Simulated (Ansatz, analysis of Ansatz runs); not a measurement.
**Mg2TiO4 (Imma), nudged elastic band: V_O hop (2.7 Å) (q = 0)**

Aim: the barrier of one jump in Mg2TiO4 (Imma) at charge 0: V_O hop (2.7 Å). The model is a cell of 56 host atoms with 1 O taken out; O is the atom that moves.

Method: plane-wave PAW DFT, PBEsol; nudged elastic band between two relaxed defect structures, in Ansatz 0.2.0.

Report form: the programs' logs are mostly left out.

## Step 1: The starting structure

The cell holds 55 atoms: 16 Mg, 8 Ti and 31 O. Its edges and angles: a = 8.408 Å, b = 8.408 Å, c = 8.478 Å, α = 90.0°, β = 90.0°, γ = 89.7°. It derives from Mg2TiO4 (space group Imma). Nearest the centre at fractional (0.622, 0.510, 0.386): O35 at 1.36 Å, Ti24 at 1.41 Å, Mg8 at 1.58 Å, O28 at 2.32 Å, O39 at 2.40 Å, Ti20 at 2.49 Å, Mg12 at 2.54 Å, O52 at 2.57 Å.

The cell's shortest repeat is 8.4 Å.

## Step 2: Relaxation of the start point, charge 0

A barrier is counted from a minimum, so both ends are relaxed first. Small random displacements break the symmetry of the ideal sites, so that the defect can distort if it gains by it.

File q0.start/input.yaml:

```yaml
crystal:
  lattice:
    - [5.93160526, 5.95895149, 0.0]
    - [-5.93160526, 5.95895149, 0.0]
    - [0.0, 0.0, 8.47824647]
  atoms:
    - { symbol: Mg, position: [0.375, 0.375, 0.13611587] }
    - { symbol: Mg, position: [0.375, 0.875, 0.63611587] }
    - { symbol: Mg, position: [0.875, 0.375, 0.63611587] }
    - { symbol: Mg, position: [0.875, 0.875, 0.13611587] }
    - { symbol: Mg, position: [0.25, 0.0, 0.25] }
    - { symbol: Mg, position: [0.25, 0.5, 0.75] }
    - { symbol: Mg, position: [0.75, 0.0, 0.75] }
    - { symbol: Mg, position: [0.75, 0.5, 0.25] }
[... 43 atom lines left out ...]
    - { symbol: O, position: [0.48712461, 0.26287539, 0.50194585] }
    - { symbol: O, position: [0.48712461, 0.76287539, 0.00194585] }
    - { symbol: O, position: [0.98712461, 0.26287539, 0.00194585] }
    - { symbol: O, position: [0.98712461, 0.76287539, 0.50194585] }
basis:
  ecutwfc: 420
  xc_grid: 2
hamiltonian:
  xc: pbesol
kpoints:
  mp_grid: { grid: [1, 1, 1], shift: [0.25, 0.25, 0.25] }
scf:
  occupations: { method: fixed }
  max_iter: 150
output:
  forces: true
relax:
  f_tol: 0.02
  max_steps: 70
  random_displacement: { amplitude: 0.03, seed: 3847 }
```

Run with:

```sh
ansatz run input.yaml --threads 4 --pin off --max-ram 14131MiB --backend cpu --events-out ev --progress --plain --runs-dir out
```

It took 94 s on 4 threads of Arm Neoverse V1, shared host; peak memory 1.1 GiB; 6 min of CPU time.

Relaxation path:

```
step  energy less that of the first step (eV)  largest force component (eV/Å)
   1                                   0.0000                          1.2116
   2                                  -0.3323                          0.5598
   3                                  -0.4585                          0.2408
   4                                  -0.4897                          0.2176
   5                                  -0.4750                          0.4307
   6                                  -0.5127                          0.2123
   7                                  -0.4917                          0.3017
   8                                  -0.5269                          0.1504
   9                                  -0.5153                          0.2077
  10                                  -0.5298                          0.0607
  11                                  -0.5298                          0.0498
  12                                  -0.5305                          0.0185
  13                                  -0.5305                          0.0185
```

Relaxation steps 5, 7, 9 were tried and not accepted.

The atoms that moved most (Å, from the sites as typed, ahead of the random displacement, the mean shift of all atoms taken out):

| atom | dx | dy | dz | length |
| --- | --- | --- | --- | --- |
| Ti24 | -0.026 | -0.187 | -0.028 | 0.191 |
| Ti20 | -0.138 | -0.035 | 0.023 | 0.145 |
| Ti17 | 0.008 | -0.138 | 0.031 | 0.142 |
| Ti21 | 0.014 | -0.085 | -0.014 | 0.087 |
| Mg3 | -0.074 | 0.025 | -0.036 | 0.086 |
| O44 | -0.070 | 0.015 | 0.018 | 0.074 |
| O47 | -0.034 | 0.049 | -0.001 | 0.059 |
| Ti18 | -0.009 | -0.049 | 0.011 | 0.051 |

Neighbours of O35 at the end:

| atom | distance (Å) |
| --- | --- |
| Ti24 | 1.908 |
| Mg1 | 1.977 |
| Mg8 | 2.037 |
| Mg12 | 2.059 |
| O28 | 2.712 |
| O39 | 2.794 |
| O52 | 2.806 |
| O44 | 2.890 |
| O42 | 2.949 |

Numbers from this step:

| Quantity | Value |
| --- | --- |
| free energy | -67848.8886 eV |
| r.m.s. move of the farther half of the atoms | 0.03182 Å |
| largest move from the ideal geometry of this structure, a common shift of the far atoms taken out | 0.1996 Å |

The relaxation gained 0.530 eV and ended with a largest force component of 0.018 eV/Å.

## Step 3: Relaxation of the end point, charge 0

The end point is relaxed in the same cell and settings, so that the two energies compare. Atoms more than 3.2 Å from the middle of the hop start where the first relaxation left them, the nearer ones on or close to their ideal places, with small random displacements.

File q0.end/input.yaml:

```yaml
crystal:
  lattice:
    - [5.93160526, 5.95895149, 0.0]
    - [-5.93160526, 5.95895149, 0.0]
    - [0.0, 0.0, 8.47824647]
  atoms:
    - { symbol: Mg, position: [0.375, 0.375, 0.13611587] }
    - { symbol: Mg, position: [0.37510258, 0.87338505, 0.63768555] }
    - { symbol: Mg, position: [0.87026203, 0.38374256, 0.63184119] }
[... 4 atom lines left out ...]
    - { symbol: Mg, position: [0.75, 0.5, 0.25] }
[... 3 atom lines left out ...]
    - { symbol: Mg, position: [0.5, 0.75, 0.25] }
[... 7 atom lines left out ...]
    - { symbol: Ti, position: [0.75, 0.75, 0.5] }
[... 3 atom lines left out ...]
    - { symbol: Ti, position: [0.5, 0.5, 0.5] }
[... 3 atom lines left out ...]
    - { symbol: O, position: [0.51287539, 0.73712461, 0.49805415] }
[... 6 atom lines left out ...]
    - { symbol: O, position: [0.737073, 0.512927, 0.498484] }
[... 3 atom lines left out ...]
    - { symbol: O, position: [0.74277191, 0.74277191, 0.27354562] }
[... 2 atom lines left out ...]
    - { symbol: O, position: [0.75722809, 0.25722809, 0.22645438] }
[... 5 atom lines left out ...]
    - { symbol: O, position: [0.49277191, 0.49277191, 0.72645438] }
[... 3 atom lines left out ...]
    - { symbol: O, position: [0.48712461, 0.26287539, 0.50194585] }
[... 2 atom lines left out ...]
    - { symbol: O, position: [0.99009591, 0.76476365, 0.50297514] }
basis:
  ecutwfc: 420
  xc_grid: 2
hamiltonian:
  xc: pbesol
kpoints:
  mp_grid: { grid: [1, 1, 1], shift: [0.25, 0.25, 0.25] }
scf:
  occupations: { method: fixed }
  max_iter: 150
output:
  forces: true
relax:
  f_tol: 0.02
  max_steps: 70
  random_displacement: { amplitude: 0.01, seed: 3847 }
```

It took 60 s on 4 threads; peak memory 1.1 GiB.

Relaxation path:

| step | energy less that of the first step (eV) | largest force component (eV/Å) |
| --- | --- | --- |
| 1 | 0.0000 | 1.8914 |
| 2 | -0.3164 | 0.6845 |
| 3 | -0.4516 | 0.1516 |
| 4 | -0.4683 | 0.2288 |
| 5 | -0.0888 | 1.6142 |
| 6 | -0.4971 | 0.0947 |
| 7 | -0.5029 | 0.0287 |
| 8 | -0.5032 | 0.0095 |

Relaxation step 5 was tried and not accepted.

The atoms that moved most (Å, from the sites as typed, ahead of the random displacement):

```
atom      dx     dy      dz  length
Ti17  -0.006  0.225  -0.053   0.231
Ti24  -0.001  0.099   0.143   0.174
Ti21  -0.010  0.170   0.023   0.171
 Mg1  -0.003  0.110   0.062   0.126
Ti23  -0.030  0.092   0.022   0.099
Ti22  -0.002  0.093   0.033   0.099
Ti18  -0.012  0.091  -0.035   0.098
Ti20  -0.004  0.087  -0.038   0.095
```

Neighbours of O35 at the end:

```
atom  distance (Å)
Ti24         1.891
 Mg3         2.036
 Mg8         2.094
Ti20         2.102
 O28         2.649
 O39         2.707
 O43         2.846
 O48         2.896
 O52         2.916
```

Numbers from this step:

```yaml
free_energy: -67848.8246 eV
r_m_s_move_of_the_farther_half_of_the_atoms: 0.03173 Å
largest_move_from_the_ideal_geometry_of_this_structure_a_common_shift_of_the_far_atoms_taken_out: 0.1733 Å
```

The relaxation gained 0.503 eV and ended with a largest force component of 0.0095 eV/Å. The end lies 0.064 eV above the start.

## Step 4: Nudged elastic band, charge 0

5 movable images are laid between the ends on a pair-potential path, which keeps atoms from colliding in the first guess. Each image feels the true force across the path and a spring force along it. The highest image is set to climb to the top of the path.

This step: plane-wave PAW DFT, PBEsol; nudged elastic band between two relaxed defect structures.

File q0.neb/input.yaml:

```yaml
crystal:
  lattice:
    - [5.93160526, 5.95895149, 0.0]
    - [-5.93160526, 5.95895149, 0.0]
    - [0.0, 0.0, 8.47824647]
  atoms:
    - { symbol: Mg, position: [0.37509688, 0.37395265, 0.13647784] }
    - { symbol: Mg, position: [0.37550521, 0.87275874, 0.63792013] }
    - { symbol: Mg, position: [0.87066467, 0.38311626, 0.63207578] }
    - { symbol: Mg, position: [0.87531049, 0.87420714, 0.13727997] }
    - { symbol: Mg, position: [0.25143019, -0.00016509, 0.24985363] }
    - { symbol: Mg, position: [0.25060992, 0.49999232, 0.75114361] }
    - { symbol: Mg, position: [0.75315282, 0.00298094, 0.75270232] }
    - { symbol: Mg, position: [0.75272208, 0.50248231, 0.24837245] }
    - { symbol: Mg, position: [0.00149353, 0.25109077, 0.25059039] }
    - { symbol: Mg, position: [0.00077472, 0.74955631, 0.74824893] }
    - { symbol: Mg, position: [0.50166692, 0.24960526, 0.75057619] }
    - { symbol: Mg, position: [0.50053714, 0.74773117, 0.24953164] }
    - { symbol: Mg, position: [0.12510054, 0.12473795, 0.86416604] }
    - { symbol: Mg, position: [0.12089319, 0.62686924, 0.36425037] }
    - { symbol: Mg, position: [0.62515174, 0.12803929, 0.36141469] }
    - { symbol: Mg, position: [0.62513295, 0.62377193, 0.86218701] }
    - { symbol: Ti, position: [0.23888191, 0.23749781, 0.50387988] }
    - { symbol: Ti, position: [0.24499044, 0.74644013, 0.00157978] }
    - { symbol: Ti, position: [0.7461678, 0.24794297, 0.00082994] }
    - { symbol: Ti, position: [0.73523106, 0.75847671, 0.50300337] }
    - { symbol: Ti, position: [-0.0060911, -0.00854328, 0.4985838] }
    - { symbol: Ti, position: [-0.00259101, 0.49467717, -0.00186112] }
    - { symbol: Ti, position: [0.49813573, -0.00581324, -0.000583] }
    - { symbol: Ti, position: [0.48194737, 0.48621475, 0.49698358] }
    - { symbol: O, position: [0.01410857, 0.24214686, 0.49910942] }
    - { symbol: O, position: [0.01387595, 0.7382274, 0.99814794] }
    - { symbol: O, position: [0.51400619, 0.23744867, 0.99844447] }
    - { symbol: O, position: [0.5144577, 0.73461516, 0.49868097] }
    - { symbol: O, position: [0.24032506, 0.01072722, 0.49864678] }
    - { symbol: O, position: [0.23907425, 0.51269111, 0.99830258] }
    - { symbol: O, position: [0.73892521, 0.01334918, 0.9988065] }
    - { symbol: O, position: [0.00857115, 0.00828411, 0.27307047] }
    - { symbol: O, position: [0.00825597, 0.50751605, 0.77375906] }
    - { symbol: O, position: [0.50955267, 0.00692865, 0.77325357] }
    - { symbol: O, position: [0.51190649, 0.50438051, 0.27467028] }
    - { symbol: O, position: [0.2449604, 0.24301583, 0.27628451] }
    - { symbol: O, position: [0.24412452, 0.74238458, 0.77535277] }
    - { symbol: O, position: [0.74481977, 0.24525744, 0.77417686] }
    - { symbol: O, position: [0.74315664, 0.74188962, 0.27628668] }
    - { symbol: O, position: [0.25938917, 0.25711755, 0.7276164] }
    - { symbol: O, position: [0.25874761, 0.75647361, 0.22742573] }
    - { symbol: O, position: [0.75933444, 0.25943908, 0.22667106] }
    - { symbol: O, position: [0.7571384, 0.75795751, 0.72631043] }
    - { symbol: O, position: [0.25812356, 0.49404403, 0.50432558] }
    - { symbol: O, position: [0.264465, 0.98745677, 0.0021959] }
    - { symbol: O, position: [0.7635484, 0.48808958, 0.00153576] }
    - { symbol: O, position: [0.76396706, 0.9937993, 0.50202968] }
    - { symbol: O, position: [0.49548134, 0.49135348, 0.72389358] }
    - { symbol: O, position: [0.4946236, 0.99193033, 0.22644236] }
    - { symbol: O, position: [0.99412749, 0.4934768, 0.2248811] }
    - { symbol: O, position: [0.99386508, 0.9931472, 0.72633579] }
    - { symbol: O, position: [0.49002918, 0.26314922, 0.50231873] }
    - { symbol: O, position: [0.4893441, 0.76227522, 0.00217022] }
    - { symbol: O, position: [0.98885501, 0.2631636, 0.00238648] }
    - { symbol: O, position: [0.99049854, 0.76413735, 0.50320972] }
basis:
  ecutwfc: 420
  xc_grid: 2
hamiltonian:
  xc: pbesol
kpoints:
  mp_grid: { grid: [1, 1, 1], shift: [0.25, 0.25, 0.25] }
scf:
  occupations: { method: fixed }
  max_iter: 150
output:
  forces: true
neb:
  images: 5
  f_tol: 0.04
  climbing: true
  initial_path: idpp
  max_iterations: 45
  order_check: false
  final_atoms:
    - { symbol: Mg, position: [0.38485297, 0.38362018, 0.14369127] }
    - { symbol: Mg, position: [0.37469141, 0.87368477, 0.63557175] }
    - { symbol: Mg, position: [0.87494536, 0.37340678, 0.63554193] }
[... 4 atom lines left out ...]
    - { symbol: Mg, position: [0.75163512, 0.49738311, 0.24775928] }
[... 3 atom lines left out ...]
    - { symbol: Mg, position: [0.49856991, 0.75031104, 0.24787413] }
[... 7 atom lines left out ...]
    - { symbol: Ti, position: [0.7578243, 0.75689725, 0.49580673] }
[... 3 atom lines left out ...]
    - { symbol: Ti, position: [0.50912193, 0.50762037, 0.51711359] }
[... 3 atom lines left out ...]
    - { symbol: O, position: [0.50954984, 0.73153435, 0.4938891] }
[... 6 atom lines left out ...]
    - { symbol: O, position: [0.73279567, 0.50822112, 0.49383944] }
[... 3 atom lines left out ...]
    - { symbol: O, position: [0.74044944, 0.73920904, 0.27158761] }
[... 2 atom lines left out ...]
    - { symbol: O, position: [0.75749214, 0.25630044, 0.22551661] }
[... 5 atom lines left out ...]
    - { symbol: O, position: [0.49057807, 0.48947469, 0.73588811] }
[... 3 atom lines left out ...]
    - { symbol: O, position: [0.48818382, 0.26363301, 0.50325481] }
[... 2 atom lines left out ...]
    - { symbol: O, position: [0.98647356, 0.75963361, 0.50071465] }
```

Run time: 36 min. Hardware: 4 threads; peak memory 3.7 GiB; 87 min of CPU time.

The path, image by image:

```
image  path (Å)  energy (eV)     O35: x, y, z (Å)
    0     0.000       0.0000  0.045, 6.056, 2.329
    1     0.946       0.2079  0.004, 6.054, 2.315
    2     1.892       0.9052  0.436, 6.230, 2.715
    3     2.838       1.9089  0.897, 6.596, 3.311
    4     4.030       0.7718  1.225, 7.147, 3.930
    5     5.222       0.8611  1.326, 7.522, 4.239
    6     6.412       0.0640  1.332, 7.395, 4.187
```

Read from the output:

| Property | Result |
| --- | --- |
| free energy | -67846.9797 eV |
| barrier forward | 1.909 eV |
| barrier backward | 1.845 eV |
| end less start | 0.06402 eV |
| hop length | 2.627 Å |

Track of the atom that was set to move:

```csv
image,x (Å),y (Å),z (Å),nearest neighbour,distance (Å)
0,0.045,6.056,2.329,Ti,1.908
1,0.004,6.054,2.315,Ti,1.921
2,0.436,6.23,2.715,Ti,1.813
3,0.897,6.596,3.311,Ti,1.741
4,1.225,7.147,3.93,Ti,1.849
5,1.326,7.522,4.239,Ti,1.93
6,1.332,7.395,4.187,Ti,1.891
```

The band met its tolerance of 0.04 eV/Å after 23 iterations, with image 3 on top (the start counts as 0). O35, which moves farthest between the ends, has 1 Ti at 1.91 Å and 3 Mg at 1.98 to 2.06 Å nearest at the start and 1 Ti at 1.74 Å and 1 Mg at 1.84 Å at the top. The path has 2 maxima, and only the highest was climbed.

## Step 5: Single point at the start point, PBEsol, denser k-mesh

Three single points on a mesh of more k-points (start, top, end) test the sampling. The start is shown; top and end are run alike.

This step: plane-wave PAW DFT, PBEsol; single point of a defect supercell on a structure of the PBEsol path.

File q0.start.mesh/input.yaml:

```yaml
crystal:
  lattice:
    - [5.93160526, 5.95895149, 0.0]
    - [-5.93160526, 5.95895149, 0.0]
    - [0.0, 0.0, 8.47824647]
  atoms:
    - { symbol: Mg, position: [0.37509688, 0.37395265, 0.13647784] }
    - { symbol: Mg, position: [0.37550521, 0.87275874, 0.63792013] }
    - { symbol: Mg, position: [0.87066467, 0.38311626, 0.63207578] }
[... 4 atom lines left out ...]
    - { symbol: Mg, position: [0.75272208, 0.50248231, 0.24837245] }
[... 3 atom lines left out ...]
    - { symbol: Mg, position: [0.50053714, 0.74773117, 0.24953164] }
[... 7 atom lines left out ...]
    - { symbol: Ti, position: [0.73523106, 0.75847671, 0.50300337] }
[... 3 atom lines left out ...]
    - { symbol: Ti, position: [0.48194737, 0.48621475, 0.49698358] }
[... 3 atom lines left out ...]
    - { symbol: O, position: [0.5144577, 0.73461516, 0.49868097] }
[... 6 atom lines left out ...]
    - { symbol: O, position: [0.51190649, 0.50438051, 0.27467028] }
[... 3 atom lines left out ...]
    - { symbol: O, position: [0.74315664, 0.74188962, 0.27628668] }
[... 2 atom lines left out ...]
    - { symbol: O, position: [0.75933444, 0.25943908, 0.22667106] }
[... 5 atom lines left out ...]
    - { symbol: O, position: [0.49548134, 0.49135348, 0.72389358] }
[... 3 atom lines left out ...]
    - { symbol: O, position: [0.49002918, 0.26314922, 0.50231873] }
[... 2 atom lines left out ...]
    - { symbol: O, position: [0.99049854, 0.76413735, 0.50320972] }
basis:
  ecutwfc: 420
  xc_grid: 2
hamiltonian:
  xc: pbesol
kpoints:
  mp_grid: { grid: [2, 2, 2], shift: [0.5, 0.5, 0.5] }
scf:
  occupations: { method: fixed }
  max_iter: 150
output:
  forces: true
  eigenvalues: true
checkpoint:
  write: "../q0.start.mesh.run"
  compress: false
  write_wavefunctions: false
  write_every: 100000
```

Run time: 43 s. Hardware: 4 threads; peak memory 3 GiB.

Numbers from this step:

```
free energy : -67848.8388 eV
```

## Step 6: Barrier from single points, PBEsol, denser k-mesh

Analysis of the runs above: barrier from PBEsol single points on the PBEsol path.

It gives:

```yaml
barrier_forward: 1.816 eV
barrier_backward: 1.724 eV
end_less_start: 0.09161 eV
```

This gives 1.816 eV against the band's 1.909 eV (backward 1.724 against 1.845 eV). This mesh holds only the band's own point and its sign variants, so it tests the average over those and no finer sampling.

## Step 7: Single point at the start point, LDA

Three single points with LDA show how much the barrier depends on that choice; lattice and path are kept. The start is shown; top and end are run alike.

This step: plane-wave PAW DFT, LDA; single point of a defect supercell on a structure of the PBEsol path.

q0.start.lda/input.yaml, as its differences from q0.start.mesh/input.yaml of step 5:

```diff
@@ -35,5 +35,5 @@
 hamiltonian:
-  xc: pbesol
+  xc: lda
 kpoints:
-  mp_grid: { grid: [2, 2, 2], shift: [0.5, 0.5, 0.5] }
+  mp_grid: { grid: [1, 1, 1], shift: [0.25, 0.25, 0.25] }
 scf:
@@ -45,3 +45,3 @@
 checkpoint:
-  write: "../q0.start.mesh.run"
+  write: "../q0.start.lda.run"
   compress: false
```

Run time: 12 s. Hardware: 4 threads; peak memory 1.1 GiB; 43 s of CPU time.

Numbers from this step:

```yaml
free_energy: -67323.6463 eV
```

## Step 8: Barrier from single points, LDA

Analysis of the runs above: barrier from LDA single points on the PBEsol path.

It gives:

```yaml
barrier_forward: 1.581 eV
barrier_backward: 1.488 eV
end_less_start: 0.09236 eV
```

This gives 1.581 eV against the band's 1.909 eV.

## Step 9: Single point at the start point, r2SCAN

Three single points with a meta-GGA, at its higher cutoff of 500 eV, show what it does to the barrier on the path found. The start is shown; top and end are run alike.

This step: plane-wave PAW DFT, r2SCAN; single point of a defect supercell on a structure of the PBEsol path.

q0.start.r2scan/input.yaml, as its differences from q0.start.lda/input.yaml of step 7:

```diff
@@ -32,6 +32,6 @@
 basis:
-  ecutwfc: 420
+  ecutwfc: 500
   xc_grid: 2
 hamiltonian:
-  xc: lda
+  xc: r2scan
 kpoints:
@@ -45,3 +45,3 @@
 checkpoint:
-  write: "../q0.start.lda.run"
+  write: "../q0.start.r2scan.run"
   compress: false
```

Elapsed: 20 s, on 4 threads; peak memory 1.5 GiB.

This step gave:

- free energy: -68572.2273 eV

## Step 10: Barrier from single points, r2SCAN

Analysis of the runs above: barrier from r2SCAN single points on the PBEsol path.

It gives:

```yaml
barrier_forward: 2.129 eV
barrier_backward: 2.001 eV
end_less_start: 0.1279 eV
```

This gives 2.129 eV against the band's 1.909 eV.

(Continued in part 2 of 2.)

[Logs are printed without paths, hosts, clocks, repeated set-up lines and the standing remarks that a program may print on its own settings, such as how far it seeks lower states.]

[Hosts, paths, dates, database ids (printed as entryN), source tags and the programs' standing remarks are cut or masked in the printed files.]
